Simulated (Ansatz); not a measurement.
# ReS2 monolayer (2H): following an unstable mode, part 2 of 3

Wanted: the energy along a soft mode of ReS2 monolayer (2H) and the structure at the end.

Ansatz 0.2.0; DFT PBEsol, scalar-relativistic, plane waves, PAW; PAW set soft_1.

So far, highest frequency on the path or at a solved wavevector (cm⁻¹): step 2 (response at finite wavevector) 383. Also lowest frequency on the path (cm⁻¹): step 2 -221.

## (6) Relaxation from the frozen mode

Starting from the lowest point found, all atoms and the cell are let go, so that strain and other modes of the same symmetry can join in.

Contents of input.yaml:

```yaml
crystal:
  lattice:
    - [0.0, -5.2002728444, 0.0]
    - [-4.5035683899, -2.6001364221, 0.0]
    - [0.0, 0.0, -30.0]
  atoms:
    - { symbol: Re, position: [0.3333327183, 0.6397453099, 0.6666666667] }
    - { symbol: Re, position: [0.9730790912, 0.3602534326, 0.6666666667] }
    - { symbol: Re, position: [0.6935881905, 2.809e-07, 0.6666666667] }
    - { symbol: S, position: [0.6666665246, 0.3333336023, 0.6088750665] }
    - { symbol: S, position: [0.3333337444, 0.9999995889, 0.6156925531] }
    - { symbol: S, position: [-2.69e-07, 0.6666668088, 0.6088750242] }
    - { symbol: S, position: [0.6666665246, 0.3333336023, 0.7244582669] }
    - { symbol: S, position: [0.3333337444, 0.9999995889, 0.7176407802] }
    - { symbol: S, position: [-2.69e-07, 0.6666668088, 0.7244583092] }
  periodic: [true, true, false]
kpoints:
  mp_grid: { grid: [9, 9, 1] }
hamiltonian:
  xc: pbesol
  pseudopotentials: { kind: paw, azcp: { folder: soft_1 }, xc_functional: pbe }
scf:
  occupations: { method: methfessel_paxton, width: 0.2 }
output:
  forces: true
  stress: true
  eigenvalues: true
relax:
  adjacent_minimum: "off"
  f_tol: 0.002
  max_steps: 120
  cell: { stress_2d_tol: 0.005 }
```

Started as:

```console
> ansatz run input.yaml --threads 4 --pin off --max-ram 16384MiB --backend cpu --events-out ev --progress --plain --runs-dir out
```

Numbers of over 12 decimals in the logs are rounded to 6 here.

The program printed:

```text
[...]
Crystal: 9 atoms, lattice volume = 702.594 Å³
Basis set: ecut = 420 eV, 13667 PW (Γ), exchange–correlation on 72×72×432 points (8 copies of the dense FFT grid, shifted against one another)
Bands: 50, of which v1, the nominal top of the filled ones, is band 41 counted from 1 (40 counted from 0)
Symmetry: 12 space group operations
[...]
k-points: 12 of 81 (time reversal used)
[...]
SCF iter   1: F=—  HF=-37528.432183 eV  |F-HF|=—  |Δ(HF+E_count)|=         —  Δρ=1.94e-2  dr2=2.96e0  ethr=3.10e-3  ⟨swp⟩=16.8  Hψ=4506  notcnv=0
[...]
SCF iter   9: F=-37527.483104 eV  HF=-37527.483104 eV  |F-HF|=3.19e-8  |Δ(HF+E_count)|=   1.96e-7  S|Δr|=    0.00e0  Δρ=1.29e-6  dr2=7.28e-9  ethr=1.23e-10  ⟨swp⟩=21.1  Hψ=4029  notcnv=0
SCF 1 converged in 9 iterations: F = -37527.483104 eV  dr2 = 7.28e-9
[...]
relax step   1: F+E_penalty+E_count = -37527.48310436 eV  Δ(F+E_penalty+E_count) = +0.000e0 eV  max|allowed force component| = 3.590e-1 eV/Å  Δτ_max = 0.0000 Å  P = +1.521 N/m  Ω = 702.594 Å³  fix = [c, alpha, beta]  reactions: c +0.000 N/m  (9 SCF iters, dr2 threshold 1.00e-7 eV, accepted)
Crystal: 9 atoms, lattice volume = 732.221 Å³
Basis set: ecut = 420 eV, 14339 PW (Γ), exchange–correlation on 72×72×432 points (8 copies of the dense FFT grid, shifted against one another)
[...]
iter 1 solved again at ethr=4.07e-5 eV; its pass at ethr=3.10e-3 eV (dr2=3.30e-2 eV) is discarded
[...]
SCF iter   6: F=-37527.620339 eV  HF=-37527.620339 eV  |F-HF|=1.83e-7  |Δ(HF+E_count)|=   2.64e-6  S|Δr|=    0.00e0  Δρ=6.90e-6  dr2=6.02e-7  ethr=1.11e-9  ⟨swp⟩=15.2  Hψ=4080  notcnv=0
SCF 2 converged in 6 iterations: F = -37527.620339 eV  dr2 = 6.02e-7
[...]
relax step   2: F+E_penalty+E_count = -37527.62033881 eV  Δ(F+E_penalty+E_count) = -1.372e-1 eV  max|allowed force component| = 4.951e-1 eV/Å  Δτ_max = 0.0680 Å  P = +0.315 N/m  Ω = 732.221 Å³  energy of the carried Pulay correction = -1.940e-3 eV  fix = [c, alpha, beta]  reactions: c +0.000 N/m  (6 SCF iters, dr2 threshold 9.00e-7 eV, accepted)
Crystal: 9 atoms, lattice volume = 759.880 Å³
Basis set: ecut = 420 eV, 14795 PW (Γ), exchange–correlation on 72×72×432 points (8 copies of the dense FFT grid, shifted against one another)
[...]
SCF iter  10: F=-37527.423047 eV  HF=-37527.423047 eV  |F-HF|=5.91e-9  |Δ(HF+E_count)|=   1.99e-8  S|Δr|=    0.00e0  Δρ=2.18e-7  dr2=4.40e-10  ethr=6.69e-12  ⟨swp⟩=1.3  Hψ=2071  notcnv=0
SCF 3 converged in 10 iterations: F = -37527.423047 eV  dr2 = 4.40e-10
relax step   3: F+E_penalty+E_count = -37527.42304728 eV  Δ(F+E_penalty+E_count) = +1.973e-1 eV  max|allowed force component| = 1.267e0 eV/Å  Δτ_max = 0.1956 Å  P = -0.882 N/m  Ω = 759.880 Å³  energy of the carried Pulay correction = -3.681e-3 eV  fix = [c, alpha, beta]  (10 SCF iters, dr2 threshold 9.00e-7 eV, rejected (line search))
[... from here on, the SCF cycles and remarks between the steps are left out ...]
relax step   4: F+E_penalty+E_count = -37527.67371811 eV  Δ(F+E_penalty+E_count) = -5.338e-2 eV  max|allowed force component| = 9.678e-2 eV/Å  Δτ_max = 0.0518 Å  P = +0.247 N/m  Ω = 738.468 Å³  energy of the carried Pulay correction = -2.339e-3 eV  fix = [c, alpha, beta]  reactions: c +0.000 N/m  (12 SCF iters, accepted)
relax step   5: F+E_penalty+E_count = -37527.67666145 eV  Δ(F+E_penalty+E_count) = -2.943e-3 eV  max|allowed force component| = 5.664e-2 eV/Å  Δτ_max = 0.0274 Å  P = -0.147 N/m  Ω = 745.228 Å³  energy of the carried Pulay correction = -2.767e-3 eV  fix = [c, alpha, beta]  reactions: c -0.000 N/m  (6 SCF iters, dr2 threshold 5.85e-7 eV, accepted)
relax step   6: F+E_penalty+E_count = -37527.67762404 eV  Δ(F+E_penalty+E_count) = -9.626e-4 eV  max|allowed force component| = 3.731e-2 eV/Å  Δτ_max = 0.0057 Å  P = +0.089 N/m  Ω = 742.736 Å³  energy of the carried Pulay correction = -2.610e-3 eV  fix = [c, alpha, beta]  reactions: c +0.000 N/m  (6 SCF iters, dr2 threshold 2.00e-7 eV, accepted)
relax step   7: F+E_penalty+E_count = -37527.67772630 eV  Δ(F+E_penalty+E_count) = -1.023e-4 eV  max|allowed force component| = 3.485e-3 eV/Å  Δτ_max = 0.0024 Å  P = -0.014 N/m  Ω = 743.136 Å³  energy of the carried Pulay correction = -2.635e-3 eV  fix = [c, alpha, beta]  reactions: c -0.000 N/m  (5 SCF iters, dr2 threshold 8.70e-8 eV, accepted)
relax step   8: F+E_penalty+E_count = -37527.67773143 eV  Δ(F+E_penalty+E_count) = -5.130e-6 eV  max|allowed force component| = 1.947e-4 eV/Å  Δτ_max = 0.0001 Å  P = +0.000 N/m  Ω = 743.086 Å³  energy of the carried Pulay correction = -2.632e-3 eV  fix = [c, alpha, beta]  reactions: c +0.000 N/m  (5 SCF iters, dr2 threshold 7.59e-10 eV, accepted)
relax step   9: F+E_penalty+E_count = -37527.68096393 eV  Δ(F+E_penalty+E_count) = -3.232e-3 eV  max|allowed force component| = 7.721e-4 eV/Å  Δτ_max = 0.0000 Å  P = +0.013 N/m  Ω = 743.086 Å³  fix = [c, alpha, beta]  reactions: c +0.000 N/m  stress off target by 1.27e-2 N/m on what of the cell is left free  SCF on the basis re-selected at this cell (its energy is not comparable with the rows above)  (8 SCF iters)
relax step  10: F+E_penalty+E_count = -37527.68095660 eV  Δ(F+E_penalty+E_count) = +7.331e-6 eV  max|allowed force component| = 3.358e-4 eV/Å  Δτ_max = 0.0002 Å  P = +0.001 N/m  Ω = 743.236 Å³  energy of the carried Pulay correction = -9.923e-6 eV  fix = [c, alpha, beta]  reactions: c +0.000 N/m  (6 SCF iters, dr2 threshold 2.21e-10 eV, accepted)
[...]
SCF iter   1: F=—  HF=-37527.680474 eV  |F-HF|=—  |Δ(HF+E_count)|=         —  Δρ=3.02e-6  dr2=4.42e-8  ethr=3.71e-7  ⟨swp⟩=8.0  Hψ=8157  notcnv=0
eigensolver tolerance schedule: the retry pair's looser diagonalisation over-reported the residual by 6796.00 of it (diagonalisation noise at 4.34 of the residual, at the tolerance the schedule requests for it); recorded, not acted on — ethr = c·dr2/N_el stays at c = 1.0e-1
SCF iter   2: F=—  HF=-37527.680965 eV  |F-HF|=—  |Δ(HF+E_count)|=   4.91e-4  S|Δr|=    0.00e0  Δρ=2.83e-6  dr2=1.11e-7  ethr=5.45e-11  ⟨swp⟩=7.1  Hψ=2784  notcnv=0
[...]
SCF iter   9: F=-37527.680965 eV  HF=-37527.680965 eV  |F-HF|=3.67e-9  |Δ(HF+E_count)|=   1.65e-8  S|Δr|=    0.00e0  Δρ=3.98e-9  dr2=1.15e-13  ethr=1.00e-12  ⟨swp⟩=8.2  Hψ=4480  notcnv=0
SCF 11 converged in 9 iterations: F = -37527.680965 eV  dr2 = 1.15e-13
relax step  11: F+E_penalty+E_count = -37527.68096470 eV  Δ(F+E_penalty+E_count) = -8.103e-6 eV  max|allowed force component| = 3.381e-4 eV/Å  Δτ_max = 0.0000 Å  P = +0.001 N/m  Ω = 743.236 Å³  fix = [c, alpha, beta]  reactions: c +0.000 N/m  stress off target by 6.80e-4 N/m on what of the cell is left free  SCF on the basis re-selected at this cell (its energy is not comparable with the rows above)  (9 SCF iters)
[...]
SCF converged after 9 iterations
[...]
Free energy (F): -37527.680965 eV
[...]
Internal energy: -37527.666062 eV  (E = F + TS)
E sigma→0 (E₀):  -37527.677239 eV
Entropy (-TS):   -0.014903 eV (-1.656 meV/atom)
Fermi energy:    -4.447191 eV
[...]
--- Forces (eV/Å), atoms counted from 1 ---
  atom   1  Re    -0.00012268    -0.00007083     0.00000000
  atom   2  Re     0.00012268    -0.00007083     0.00000000
  atom   3  Re     0.00000000     0.00014166     0.00000000
  atom   4  S      0.00000000     0.00000000    -0.00033815
  atom   5  S      0.00000000     0.00000000     0.00009463
  atom   6  S      0.00000000     0.00000000    -0.00033815
  atom   7  S      0.00000000     0.00000000     0.00033815
  atom   8  S      0.00000000    -0.00000000    -0.00009463
  atom   9  S      0.00000000    -0.00000000     0.00033815
  max |Σ_I F_I| component: 1.42e-16 eV/Å
--- 2D stress c σ (N/m, compression-positive) ---
        0.000680      -0.000000       0.000000
       -0.000000       0.000680       0.000000
        0.000000       0.000000       0.000000
  P = ½ c Tr σ = 0.0007 N/m
--- Band table (eV; the first three rows and the last of 12) ---
  k-point 0: bands = [... 37 lower, -6.9573, -6.9573, -4.6895, -4.6895, -3.4816, -3.4816, -3.3395, -3.1158, ... 5 higher]
  k-point 1: bands = [... 37 lower, -7.0697, -6.9298, -4.6366, -4.5865, -3.4574, -3.3982, -3.3278, -3.2092, ... 5 higher]
  k-point 2: bands = [... 37 lower, -6.9535, -6.9261, -4.6547, -4.4171, -3.6200, -3.4427, -3.2796, -3.1322, ... 5 higher]
  k-point 11: bands = [... 37 lower, -7.1771, -7.1771, -4.5519, -4.4996, -4.4996, -3.4576, -3.4519, -3.3303, ... 5 higher]
--- Relaxed structure (9 steps of the walk, 8 accepted, 2 SCFs on fresh bases) ---
  F+E_penalty+E_count = -37527.68096470 eV   max|allowed force component| = 3.381e-4 eV/Å   (the final SCF, on the basis selected at the relaxed cell)
  cell:  # Å, volume = 743.2356 Å³
    - [-5.938134124964748e-11, -5.348565, 0.0]
    - [-4.631994, -2.674283, 0.0]
    - [0.0, 0.0, -30.0]
  atoms:
    - { symbol: Re, position: [0.333333, 0.629438, 0.666667] }
    - { symbol: Re, position: [0.962771, 0.370562, 0.666667] }
    - { symbol: Re, position: [0.703895, -4.946680039798208e-17, 0.666667] }
    - { symbol: S, position: [0.666667, 0.333333, 0.610485] }
    - { symbol: S, position: [0.333333, 1.0, 0.620342] }
    - { symbol: S, position: [-5.551115123125783e-17, 0.666667, 0.610485] }
    - { symbol: S, position: [0.666667, 0.333333, 0.722849] }
    - { symbol: S, position: [0.333333, 1.0, 0.712991] }
    - { symbol: S, position: [-5.551115123125783e-17, 0.666667, 0.722849] }
```

It took 2.7 min on 4 threads of Arm Neoverse V1, shared host; peak memory 1.3 GiB.

The steps of the relaxation:

```
step  energy less that of the first step (eV)  largest force component (eV/Å)  volume (Å³)
   1                                   0.0000                          0.3590       702.59
   2                                  -0.1372                          0.4951       732.22
   3                                   0.0601                          1.2667       759.88
   4                                  -0.1906                          0.0968       738.47
   5                                  -0.1936                          0.0566       745.23
   6                                  -0.1945                          0.0373       742.74
   7                                  -0.1946                          0.0035       743.14
   8                                  -0.1946                          0.0002       743.09
  9*                                  -0.1979                          0.0008       743.09
  10                                  -0.1979                          0.0003       743.24
 11*                                  -0.1979                          0.0003       743.24
```

Relaxation steps marked * repeat the geometry before them on a plane-wave basis chosen anew for their cell, so energy and pressure can jump there. Relaxation step 3 was tried and not accepted.

Forces are held to the 12 operations that the run works with; a distortion that breaks them can't arise in this run.

| cell as run | before | after | change |
| --- | --- | --- | --- |
| a (Å) | 5.200 | 5.349 | +2.9 % |
| b (Å) | 5.200 | 5.349 | +2.9 % |

The atoms that moved most (Å, along periodic axes as changes of fractional coordinates times the final cell, across vacuum about the mean position):

```csv
atom,dx,dy,dz,length
S5,0.000,0.000,-0.139,0.139
S8,0.000,0.000,0.139,0.139
Re2,-0.048,0.028,0.000,0.055
Re1,0.048,0.028,0.000,0.055
Re3,0.000,-0.055,0.000,0.055
S9,0.000,0.000,0.048,0.048
S6,0.000,0.000,-0.048,0.048
S7,0.000,0.000,0.048,0.048
```

This step gave:

| Item | Value |
| --- | --- |
| area per atom | 2.753 Å² |

The distorted start has space group P-62m; the relaxation ends in P-62m.

## (7) The new phase in its own primitive cell

The relaxed structure is symmetrised, reduced to its primitive cell and relaxed tightly, as its phonons need.

input.yaml, the sections that differ from step 6:

```yaml
crystal:
  lattice:
    - [-1.0e-10, -5.3485654978, 0.0]
    - [-4.6319935949, -2.6742827488, 0.0]
    - [0.0, 0.0, -30.0]
  atoms:
    - { symbol: Re, position: [0.3333333333, 0.6294380574, 0.6666666667] }
    - { symbol: Re, position: [0.9627713907, 0.3705619426, 0.6666666667] }
    - { symbol: Re, position: [0.7038952759, 0.0, 0.6666666667] }
    - { symbol: S, position: [0.6666666667, 0.3333333333, 0.6104846089] }
    - { symbol: S, position: [0.3333333333, 1.0, 0.6203423793] }
    - { symbol: S, position: [0.0, 0.6666666667, 0.6104846089] }
    - { symbol: S, position: [0.6666666667, 0.3333333333, 0.7228487244] }
    - { symbol: S, position: [0.3333333333, 1.0, 0.712990954] }
    - { symbol: S, position: [0.0, 0.6666666667, 0.7228487244] }
  periodic: [true, true, false]
relax:
  adjacent_minimum: "off"
  f_tol: 0.001
  max_steps: 60
  cell: { stress_2d_tol: 0.002 }
# kpoints, hamiltonian, scf, output: as in step 6
```

The program printed:

```text
[...]
Crystal: 9 atoms, lattice volume = 743.236 Å³
Basis set: ecut = 420 eV, 14495 PW (Γ), exchange–correlation on 72×72×432 points (8 copies of the dense FFT grid, shifted against one another)
Bands: 50, of which v1, the nominal top of the filled ones, is band 41 counted from 1 (40 counted from 0)
Symmetry: 12 space group operations
[...]
- { symbol: Re, position: [0.962771, 0.370562, 0.666667] }
    - { symbol: Re, position: [0.703895, 0, 0.666667] }
    - { symbol: S, position: [0.666667, 0.333333, 0.610485] }
    - { symbol: S, position: [0.333333, 1.000000, 0.620342] }
    - { symbol: S, position: [5.551115123125783e-17, 0.666667, 0.610485] }
    - { symbol: S, position: [0.666667, 0.333333, 0.722849] }
    - { symbol: S, position: [0.333333, 1.000000, 0.712991] }
    - { symbol: S, position: [5.551115123125783e-17, 0.666667, 0.722849] }
[key lines of the parts left out:]
SCF converged after 9 iterations
Free energy (F): -37527.680965 eV
Fermi energy:    -4.447191 eV
P = ½ c Tr σ = 0.0007 N/m
```

Wall time 34 s (4 threads); peak memory 1.3 GiB; 2.2 min of CPU time.

Little changed from the start: no atom moved by 0.005 Å and no cell edge by 0.1 %.

The largest force component left is 0.34 meV/Å, within the tolerances set.

[end of part 2 of 3]

[Logs are printed without paths, hosts, clocks, repeated set-up lines and the standing remarks that a program may print on its own settings, such as how far it seeks lower states.]

[Hosts, paths, dates, database ids (printed as entryN), source tags and the programs' standing remarks are cut or masked in the printed files.]
